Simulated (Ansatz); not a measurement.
# Lattice dynamics of BaPbS3 (model cell, started as cubic perovskite with Pb in the octahedra)

The cell of BaPbS3 (model cell, started as cubic perovskite with Pb in the octahedra) is at rest. What are its phonons? After the zone centre comes a 2×2×2 q mesh on a 8×8×8 k mesh.

Calculated with Ansatz 0.2.0; DFT PBEsol, scalar-relativistic, plane waves, PAW; PAW set soft_1.

The structure was built from a prototype and need not be the compound's stable phase.

### Step 1. Set-up

Symmetry: Pm-3m, No. 221, cubic system. The conventional cell has a = 5.156 Å, b = 5.156 Å, c = 5.156 Å, α = 90.00°, β = 90.00°, γ = 90.00°. Nearest to Ba lie 12 S at 3.65 Å. Pb has 6 S at 2.58 Å nearest. Nearest to S lie 2 Pb at 2.58 Å and 4 Ba at 3.65 Å. Farther neighbours and most contacts between anions are not listed.

### Step 2. Modes at Γ

The cell comes from relaxations at this level that are not shown. The zone centre comes first: it holds the modes that light can see, as far as symmetry allows. No field response is asked, since the mesh shows no gap.

File input.yaml:

```yaml
crystal:
  lattice:
    - [5.1559839981, 0.0, 0.0]
    - [0.0, 5.1559839981, 0.0]
    - [0.0, 0.0, 5.1559839981]
  atoms:
    - { symbol: Ba, position: [0.0, 0.0, 0.0] }
    - { symbol: Pb, position: [0.5, 0.5, 0.5] }
    - { symbol: S, position: [0.5, 0.5, 0.0] }
    - { symbol: S, position: [0.5, 0.0, 0.5] }
    - { symbol: S, position: [0.0, 0.5, 0.5] }
kpoints:
  mp_grid: { grid: [8, 8, 8] }
hamiltonian:
  xc: pbesol
  pseudopotentials: { kind: paw, azcp: { folder: soft_1 }, xc_functional: pbe }
scf:
  occupations: { method: methfessel_paxton, width: 0.2 }
output:
  eigenvalues: true
phonons:
  method: dfpt
```

Launch:

```bash
ansatz run input.yaml --threads 4 --pin off --max-ram 16384MiB --backend cpu --events-out ev --progress --plain --runs-dir out
```

Numbers of over 12 decimals in the logs are rounded to 6 here.

What it wrote:

```text
zone centre: on kpoints.mp_grid the ground state, and the responses unless they are solved on pairs of k-points, stand on 125 of the mesh's 512 k-points, reduced under 8 symmetry operations, with k and −k counted as one. Each operation leaves every solved displacement unchanged or reverses it
Engine: ansatz 0.2.0, aarch64-unknown-linux-gnu
Pseudopotentials: kind: paw
Pseudopotential: Ba, paw, valence charge 10, recommended cutoff 420 eV (normal), soft_1/Ba.paw.azcp
Pseudopotential: Pb, paw, valence charge 14, recommended cutoff 420 eV (normal), soft_1/Pb.paw.azcp
Pseudopotential: S, paw, valence charge 6, recommended cutoff 420 eV (normal), soft_1/S.paw.azcp
Functional definition: PBEsol
  exchange = pbesol_x
  correlation = pbesol_c
Crystal: 5 atoms, lattice volume = 137.068 Å³
Basis set: ecut = 420 eV, 2721 PW (Γ), exchange–correlation on 72×72×72 points (8 copies of the dense FFT grid, shifted against one another)
Bands: 26, of which v1, the nominal top of the filled ones, is band 21 counted from 1 (20 counted from 0)
Symmetry: 48 space group operations
k-points: 125 of 512 (irreducible under 8 space group operations)
Non-local potential: Ba, projectors of the file, l = 0: 3, l = 1: 2, l = 2: 2, l = 3: 2
Non-local potential: Pb, projectors of the file, l = 0: 2, l = 1: 2, l = 2: 2, l = 3: 1
Non-local potential: S, projectors of the file, l = 0: 2, l = 1: 2, l = 2: 1
PAW form: soft (Blöchl's): semilocal exchange-correlation on the pseudo side does not see the compensation charge
PAW frozen core: Ba, regenerated for the run's functional, and the local potential with it (the file was generated under x = pbe(κ = 0.804, μ = 0.219515), c = pbe(β = 0.066725))
PAW frozen core: Pb, regenerated for the run's functional, and the local potential with it (the file was generated under x = pbe(κ = 0.804, μ = 0.219515), c = pbe(β = 0.066725))
PAW frozen core: S, regenerated for the run's functional, and the local potential with it (the file was generated under x = pbe(κ = 0.804, μ = 0.219515), c = pbe(β = 0.066725))
PAW one-centre angular grid: Ba, 194 points (default); XC on 64 Gauss nodes
PAW one-centre angular grid: Pb, 590 points (default); XC on 64 Gauss nodes
PAW one-centre angular grid: S, 110 points (default); XC on 64 Gauss nodes
Initial density: superposition of atomic densities (chi_scale 0.1, normalization cell, long waves kept (reshape's long-wave potential 0.00 eV rms))
Initial wavefunctions: pseudopotential atomic-orbital guess
Functional: x = pbesol(κ = 0.804, μ = 0.123457), c = pbesol(β = 0.046)
SCF iter   1: F=—  HF=-20280.338677 eV  |F-HF|=—  |Δ(HF+E_count)|=         —  Δρ=3.34e-2  dr2=4.99e0  ethr=3.10e-3  ⟨swp⟩=11.1  Hψ=21208  notcnv=0
preconditioner: auto → Kerker (q_TF=auto, 2.240 Å⁻¹)  [metal: Δε(μ)=0.065 eV  Ē_g=11.184 eV  σ=0.200 eV  W_gap=0.27  n_scr=26 (ndim 8)  ℏωp=20.1 eV  f_vac=0.000  D(μ)=2.60/eV (n_scr^D=18)]
SCF iter   2: F=—  HF=-20279.256210 eV  |F-HF|=—  |Δ(HF+E_count)|=    1.08e0  S|Δr|=    0.00e0  Δρ=2.07e-2  dr2=2.21e0  ethr=3.10e-3  ⟨swp⟩=3.2  Hψ=7391  notcnv=0  defer=98
SCF iter   3: F=—  HF=-20278.463545 eV  |F-HF|=—  |Δ(HF+E_count)|=   7.93e-1  S|Δr|=    0.00e0  Δρ=5.74e-3  dr2=2.02e-1  ethr=3.10e-3  ⟨swp⟩=4.9  Hψ=8171  notcnv=0  defer=99
SCF iter   4: F=—  HF=-20278.391933 eV  |F-HF|=—  |Δ(HF+E_count)|=   7.16e-2  S|Δr|=    0.00e0  Δρ=2.57e-3  dr2=1.85e-2  ethr=4.82e-4  ⟨swp⟩=5.0  Hψ=7546  notcnv=0  defer=81
SCF iter   5: F=—  HF=-20278.388308 eV  |F-HF|=—  |Δ(HF+E_count)|=   3.63e-3  S|Δr|=    0.00e0  Δρ=6.81e-4  dr2=1.11e-3  ethr=4.40e-5  ⟨swp⟩=2.4  Hψ=5154  notcnv=0  defer=70
SCF iter   6: F=—  HF=-20278.388388 eV  |F-HF|=—  |Δ(HF+E_count)|=   8.05e-5  S|Δr|=    0.00e0  Δρ=1.52e-4  dr2=4.85e-5  ethr=2.64e-6  ⟨swp⟩=2.2  Hψ=5124  notcnv=0  defer=66
SCF iter   7: F=—  HF=-20278.388421 eV  |F-HF|=—  |Δ(HF+E_count)|=   3.30e-5  S|Δr|=    0.00e0  Δρ=3.30e-5  dr2=1.47e-6  ethr=1.16e-7  ⟨swp⟩=2.0  Hψ=5245  notcnv=0  defer=66
SCF iter   8: F=—  HF=-20278.388425 eV  |F-HF|=—  |Δ(HF+E_count)|=   4.11e-6  S|Δr|=    0.00e0  Δρ=8.83e-6  dr2=1.62e-7  ethr=3.50e-9  ⟨swp⟩=2.1  Hψ=5494  notcnv=0  defer=68
SCF iter   9: F=—  HF=-20278.388425 eV  |F-HF|=—  |Δ(HF+E_count)|=   2.03e-7  S|Δr|=    0.00e0  Δρ=3.20e-6  dr2=1.91e-8  ethr=3.85e-10  ⟨swp⟩=2.0  Hψ=5558  notcnv=0  defer=68
SCF iter  10: F=—  HF=-20278.388425 eV  |F-HF|=—  |Δ(HF+E_count)|=   8.89e-9  S|Δr|=    0.00e0  Δρ=1.47e-6  dr2=2.75e-9  ethr=4.56e-11  ⟨swp⟩=2.1  Hψ=5422  notcnv=0  defer=68
SCF iter  11: F=—  HF=-20278.388425 eV  |F-HF|=—  |Δ(HF+E_count)|=  2.98e-10  S|Δr|=    0.00e0  Δρ=3.22e-7  dr2=1.65e-10  ethr=6.55e-12  ⟨swp⟩=2.0  Hψ=5557  notcnv=0  defer=68
SCF iter  12: F=-20278.388425 eV  HF=-20278.388425 eV  |F-HF|=7.28e-12  |Δ(HF+E_count)|=  4.73e-11  S|Δr|=    0.00e0  Δρ=4.47e-8  dr2=2.61e-12  ethr=1.00e-12  ⟨swp⟩=15.0  Hψ=28852  notcnv=0
the search or the solves at the SCF's close seem to have found levels that the self-consistency loop had missed (the run counts 1). By its estimate they hold under 1e-12 electrons; where the run keeps them, the occupations were computed again with them
SCF 1 converged in 12 iterations: F = -20278.388425 eV  dr2 = 2.61e-12
  greatest PAW one-centre occupation: 0.980 electrons in one spin orbital (limit 2), on the Pb atom at site 1 (counted from 0), in its partial waves of l = 2
DFPT response loops at Γ: preconditioner auto → Kerker (q_TF=auto, 2.240 Å⁻¹) (partly filled bands, converged f_vac=0.000); β = 1.00, the filter's whole step (`scf.mixing.beta` (0.50) is not read by the response loops under this deck's `scf.mixing.preconditioner`; to damp them name `kerker` or `kerker_dos`, under which they read `scf.mixing.beta`, and type it under 1.00, their step now; both keys bind the ground state too); Broyden in place of MSR1
SCF converged after 12 iterations
Stability not checked: this state was not tested for a lower state beside it, because cold or Methfessel-Paxton smearing, or corrected tetrahedra, fill the levels in a way that the test cannot read (fill_not_monotonic; see scf.lower_state_search)
Free energy (F): -20278.388425 eV
Harris-Foulkes:  -20278.388425 eV  (|F-HF|=7.28e-12)
Internal energy: -20278.384702 eV  (E = F + TS)
E sigma→0 (E₀):  -20278.387495 eV
Entropy (-TS):   -0.003723 eV (-0.745 meV/atom)
Fermi energy:    6.564651 eV
--- Per-component energies (eV) ---
  E_band       = -126.272683
  E_kinetic    = 768.260257
  E_local      = -2074.851326  (includes V_loc(G=0)·N_el)
  E_nonlocal   = 508.979246
  E_hartree    = 766.807277
  E_xc         = -661.662916
  E_vxc        = -510.376702  (∫ρ·V_xc dr)
  E_paw        = -17136.061753  (= ΣΔE_a)
  E_vpaw       = -351.898740  (= ΣTr[D̂ρ^β])
  E_aug_tail   = -0.000010  (compensation charges beyond the density's cutoff)
  E_ewald      = -2450.254934
  E_core_change = 0.399456  (= ΣΔE_core)
  E_smearing   = -0.003723  (= −TS)
  E_closure    = 0.000000  (closes the sum)
  Σ components = -20278.388425   (vs F -20278.388425, Δ=0.00e0)
--- Band table (eV; the first three rows and the last of 125) ---
  k-point 0: bands = [... 17 lower, 5.7340, 5.7340, 6.0499, 6.0499, 6.0499, 9.6765, 9.6765, 10.0654, ... 1 higher]
  k-point 1: bands = [... 17 lower, 5.6768, 5.6768, 5.9938, 6.0001, 6.0001, 9.8203, 9.9108, 10.3507, ... 1 higher]
  k-point 2: bands = [... 17 lower, 5.5523, 5.5523, 5.8787, 5.8787, 6.1658, 10.2201, 10.4869, 10.6330, ... 1 higher]
  k-point 124: bands = [... 17 lower, 6.2989, 6.8070, 6.8070, 6.8070, 9.5695, 9.5695, 9.5695, 10.7287, ... 1 higher]
--- Phonons (Γ-DFPT): 4 representative perturbations + reference, on 125 of 512 k-points (Σ response iterations 12) ---
  k mesh reduced under 8 symmetry operations, with k and −k counted as one. Each operation leaves every solved displacement unchanged or reverses it
  ASR residual: 4.615e-5 → 0.000e0 eV/Å²; symmetrization residual: 1.172e-5 eV/Å²
  ASR residual per site (eV/Å²): 4.62e-5 4.18e-5 6.18e-6 6.18e-6 6.18e-6
  Γ frequencies (cm⁻¹): -69.29 -69.29 -69.29 -54.14 -54.14 -54.14 0.00 0.00 0.00 34.81 34.81 34.81 317.12 317.12 317.12
  non-analytic LO–TO correction: not included (Born effective charges unavailable; polar crystals: no LO–TO splitting at Γ)
```

It took 51 s on 4 threads of Arm Neoverse V2, shared host; peak memory 1.7 GiB.

This step gave:

```yaml
volume_per_atom: 27.41 Å³
gap_on_the_k_mesh: 0 eV
sum_rule_residual_before_enforcement: 4.62e-5 eV/Å²
point_group: m-3m
highest_optical_mode_at_the_zone_centre_no_lo_to_term: 317.1 cm⁻¹
lowest_optical_zone_centre_mode: -69.29 cm⁻¹
```

Patterns of degenerate modes are one choice out of their space. The modes at Γ (shares of kinetic energy by element, %) (negative means imaginary):

| mode | frequency (cm⁻¹) | symmetry | Ba % | Pb % | S % |
| --- | --- | --- | --- | --- | --- |
| 1 | -69.3 | T1u | 16 | 4 | 80 |
| 2 | -69.3 | T1u | 16 | 4 | 80 |
| 3 | -69.3 | T1u | 16 | 4 | 80 |
| 4 | -54.1 | T2u | 0 | 0 | 100 |
| 5 | -54.1 | T2u | 0 | 0 | 100 |
| 6 | -54.1 | T2u | 0 | 0 | 100 |
| 7 | 0.0 | acoustic | 31 | 47 | 22 |
| 8 | 0.0 | acoustic | 31 | 47 | 22 |
| 9 | 0.0 | acoustic | 31 | 47 | 22 |
| 10 | 34.8 | T1u | 53 | 41 | 6 |
| 11 | 34.8 | T1u | 53 | 41 | 6 |
| 12 | 34.8 | T1u | 53 | 41 | 6 |
| 13 | 317.1 | T1u | 0 | 8 | 92 |
| 14 | 317.1 | T1u | 0 | 8 | 92 |
| 15 | 317.1 | T1u | 0 | 8 | 92 |

Displacements in mode 3 (-69.3 cm⁻¹), the largest set to 1:
```
Ba1 -0.06 -0.04 -0.31
Pb2 -0.02 -0.01 -0.12
S3   0.20  0.12  0.12
S4   0.20  0.01  1.00
S5   0.02  0.12  1.00
```

Displacements in mode 12 (34.8 cm⁻¹), the largest set to 1:
```
Ba1 -0.94  0.16  1.00
Pb2  0.67 -0.12 -0.72
S3  -0.37  0.06 -0.44
S4  -0.37 -0.07  0.40
S5   0.41  0.06  0.40
```

Before it was imposed, the acoustic sum rule was missed by 4.6e-5 eV/Å². Small misses are needed for a sound result but don't prove that mesh and cutoff are converged. The lowest optical mode is imaginary, 69.3i cm⁻¹, so the energy falls along it.

(Continued in part 2 of 2.)

[Logs are printed without paths, hosts, clocks, repeated set-up lines and the standing remarks that a program may print on its own settings, such as how far it seeks lower states.]

[Hosts, paths, dates, database ids (printed as entryN), source tags and the programs' standing remarks are cut or masked in the printed files.]
